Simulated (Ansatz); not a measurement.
# SiC (Moissanite, P6_3mc): zone-centre modes against carrier density, part 2 of 2

Aim: how far do free carriers move the optical modes of SiC (Moissanite, P6_3mc)?

Ansatz 0.2.0; DFT LDA, scalar-relativistic, plane waves, PAW; PAW set soft_1.

So far. Step 7 (Relaxation of a member: 15 × 10²⁰ electrons per cm³): The largest force component left is 0.98 meV/Å. Step 8 (Zone-centre modes of the member: 15 × 10²⁰ electrons …): Without the LO-TO term the lowest optical mode is real, 252 cm⁻¹, and the highest lies at 841.5 cm⁻¹.

## (9) A check on a coarser mesh: 2 × 10²⁰ electrons per cm³

To see what the mesh is worth, the run for 2 × 10²⁰ electrons per cm³ is repeated on 21×21×12 points.

Contents of input.yaml:

```yaml
crystal:
  lattice:
    - [3.0564320001, 0.0, 0.0]
    - [-1.528216, 2.646947757, 0.0]
    - [0.0, 0.0, 5.0159470803]
  atoms:
    - { symbol: C, position: [0.3333333333, 0.6666666667, 0.3803102619] }
    - { symbol: C, position: [0.6666666667, 0.3333333333, 0.8803102619] }
    - { symbol: Si, position: [0.3333333333, 0.6666666667, 0.0046897381] }
    - { symbol: Si, position: [0.6666666667, 0.3333333333, 0.5046897381] }
total_charge: -0.008116
kpoints:
  mp_grid: { grid: [21, 21, 12] }
hamiltonian:
  xc: lda
  pseudopotentials: { kind: paw, azcp: { folder: soft_1 }, xc_functional: pbe }
scf:
  occupations: { method: fermi_dirac, width: 0.03 }
output:
  eigenvalues: true
phonons:
  method: dfpt
```

Launch:

```bash
ansatz run input.yaml --threads 8 --pin off --max-ram 16384MiB --backend cpu --events-out ev --progress --plain --runs-dir out
```

Numbers of over 12 decimals in the logs are rounded to 6 here.

Output:

```text
[...]
Crystal: 4 atoms, lattice volume = 40.580 Å³
Basis set: ecut = 420 eV, 785 PW (Γ), exchange–correlation on 48×48×72 points (8 copies of the dense FFT grid, shifted against one another)
Bands: 13, of which v1, the nominal top of the filled ones, is band 8 counted from 1 (7 counted from 0)
Symmetry: 12 space group operations
k-points: 1397 of 5292 (irreducible under 2 space group operations, time reversal used)
[...]
k-point 1: bands = [... 4 lower, 8.3314, 9.3233, 9.6128, 9.6128, 14.5843, 16.1790, 16.3207, 16.3207, ... 1 higher]
  k-point 2: bands = [... 4 lower, 8.3887, 8.7900, 9.5359, 9.5359, 14.6770, 16.3553, 16.3553, 16.5518, ... 1 higher]
  k-point 1396: bands = [... 4 lower, 5.1643, 5.1643, 7.4736, 7.4736, 14.4778, 14.4778, 16.6402, 16.6402, ... 1 higher]
[...]
ASR residual: 2.358e-5 → 0.000e0 eV/Å²; symmetrization residual: 6.697e-6 eV/Å²
  ASR residual per site (eV/Å²): 2.36e-5 2.36e-5 2.20e-5 2.20e-5
[...]
[key lines of the parts left out:]
SCF converged after 9 iterations
Free energy (F): -1704.304941 eV
Fermi energy:    11.981685 eV
```

Elapsed: 38 s, on 8 threads of Arm Neoverse V2, shared host; peak memory 2.3 GiB.

This step gave:

```
sum-rule residual before enforcement                    : 2.36e-5 eV/Å²
highest optical mode at the zone centre (no LO-TO term) : 841.2 cm⁻¹
lowest optical zone-centre mode                         : 257.2 cm⁻¹
```

The highest mode comes at 841.2 cm⁻¹, against 841.2 cm⁻¹ on 26×26×15 points.

## (10) A check on a coarser mesh: 10 × 10²⁰ electrons per cm³

To see what the mesh is worth, the run for 10 × 10²⁰ electrons per cm³ is repeated on 21×21×12 points.

input.yaml, the sections that differ from step 9:

```yaml
crystal:
  lattice:
    - [3.0564320001, 0.0, 0.0]
    - [-1.528216, 2.646947757, 0.0]
    - [0.0, 0.0, 5.0159470803]
  atoms:
    - { symbol: C, position: [0.3333333333, 0.6666666667, 0.3799454743] }
    - { symbol: C, position: [0.6666666667, 0.3333333333, 0.8799454743] }
    - { symbol: Si, position: [0.3333333333, 0.6666666667, 0.0050545257] }
    - { symbol: Si, position: [0.6666666667, 0.3333333333, 0.5050545257] }
total_charge: -0.04058
# kpoints, hamiltonian, scf, output, phonons: as in step 9
```

Output:

```text
[...]
Crystal: 4 atoms, lattice volume = 40.580 Å³
Basis set: ecut = 420 eV, 785 PW (Γ), exchange–correlation on 48×48×72 points (8 copies of the dense FFT grid, shifted against one another)
Bands: 13, of which v1, the nominal top of the filled ones, is band 8 counted from 1 (7 counted from 0)
Symmetry: 12 space group operations
k-points: 1397 of 5292 (irreducible under 2 space group operations, time reversal used)
[...]
k-point 1: bands = [... 4 lower, 8.3263, 9.2945, 9.6098, 9.6098, 14.5724, 16.1693, 16.3110, 16.3110, ... 1 higher]
  k-point 2: bands = [... 4 lower, 8.3836, 8.7633, 9.5327, 9.5327, 14.6652, 16.3456, 16.3456, 16.5397, ... 1 higher]
  k-point 1396: bands = [... 4 lower, 5.1573, 5.1573, 7.4550, 7.4550, 14.4673, 14.4673, 16.6302, 16.6302, ... 1 higher]
[...]
ASR residual: 4.763e-5 → 0.000e0 eV/Å²; symmetrization residual: 2.335e-6 eV/Å²
  ASR residual per site (eV/Å²): 2.99e-5 2.99e-5 4.76e-5 4.76e-5
[...]
[key lines of the parts left out:]
SCF converged after 8 iterations
Free energy (F): -1703.910006 eV
Fermi energy:    12.318631 eV
```

The job ended after 37 s (8 threads; peak memory 2.3 GiB).

This step gave:

* sum-rule residual before enforcement: 4.76e-5 eV/Å²
* highest optical mode at the zone centre (no LO-TO term): 841.7 cm⁻¹
* lowest optical zone-centre mode: 253.9 cm⁻¹

The highest mode comes at 841.7 cm⁻¹, against 841.7 cm⁻¹ on 26×26×15 points.

## (11) The series together

The members are set side by side, also those not shown above.

Electrons count positive and holes negative; without the LO-TO term; modes are tracked from the neutral crystal by their patterns, and those within 0.3 cm⁻¹ of each other stand once; the cell of the neutral crystal is kept and the atoms are relaxed where symmetry leaves them free; all runs use 26×26×15 k points and Fermi-Dirac smearing of 0.03 eV. Optical modes along the series:

| carriers (10²⁰ cm⁻³) | mode 4 E2 (cm⁻¹) | mode 6 B1 (cm⁻¹) | mode 7 E2 (cm⁻¹) | mode 9 A1 (cm⁻¹) | mode 10 E1 (cm⁻¹) | mode 12 B1 (cm⁻¹) |
| --- | --- | --- | --- | --- | --- | --- |
| 0 | 258 | 599.3 | 767.9 | 771.2 | 801.3 | 841.1 |
| 1 | 257.6 | 599.7 | 767.2 | 772 | 800.7 | 841.2 |
| 2 | 257.1 | 600 | 766.6 | 772.6 | 800.1 | 841.2 |
| 4 | 256.3 | 600.7 | 765.4 | 774 | 798.9 | 841.4 |
| 6 | 255.4 | 601.3 | 763.9 | 775.2 | 797.7 | 841.5 |
| 10 | 253.9 | 602.4 | 761.6 | 774.4 | 795.4 | 841.7 |
| 15 | 252.2 | 602.5 | 758.2 | 767.9 | 792.9 | 841.5 |

## (12) What came out

* members: 7
* mode that changes most, in cm⁻¹: mode 7 E2
* its frequency without carriers: 767.89 cm⁻¹
* its frequency at 15 × 10²⁰ cm⁻³: 758.20 cm⁻¹

At 15 × 10²⁰ electrons per cm³ the largest change in cm⁻¹ is that of mode 7 E2, -9.69 cm⁻¹ from 767.89 cm⁻¹. At 2 and 10 × 10²⁰ cm⁻³ the coarser mesh moves the optical modes by up to 1.45 cm⁻¹, a measure of the error left by the mesh there. The response is adiabatic: the carriers follow the ions at once. Where they cannot, as for a zone-centre mode faster than their scattering, measured shifts differ, and line shapes are not given here. The background stands for dopants without their size, scattering or local bonds, and the cell is that of the neutral crystal, although carriers also change the volume at rest, which would shift the modes as well. In a polar crystal the carriers also screen the field of the longitudinal modes, often the largest effect; only modes without that field are treated here. These are harmonic frequencies of a static lattice, with warm electrons: anharmonic shifts, linewidths and thermal expansion are left out. The PAW files were made for PBE; the program adapts parts of them to the functional of the run, but their partial waves stay those of PBE, an approximation that was not tested in this session. Only the zone centre was solved, so an instability at another wavevector cannot show here.

[Logs are printed without paths, hosts, clocks, repeated set-up lines and the standing remarks that a program may print on its own settings, such as how far it seeks lower states.]

[Hosts, paths, dates, database ids (printed as entryN), source tags and the programs' standing remarks are cut or masked in the printed files.]
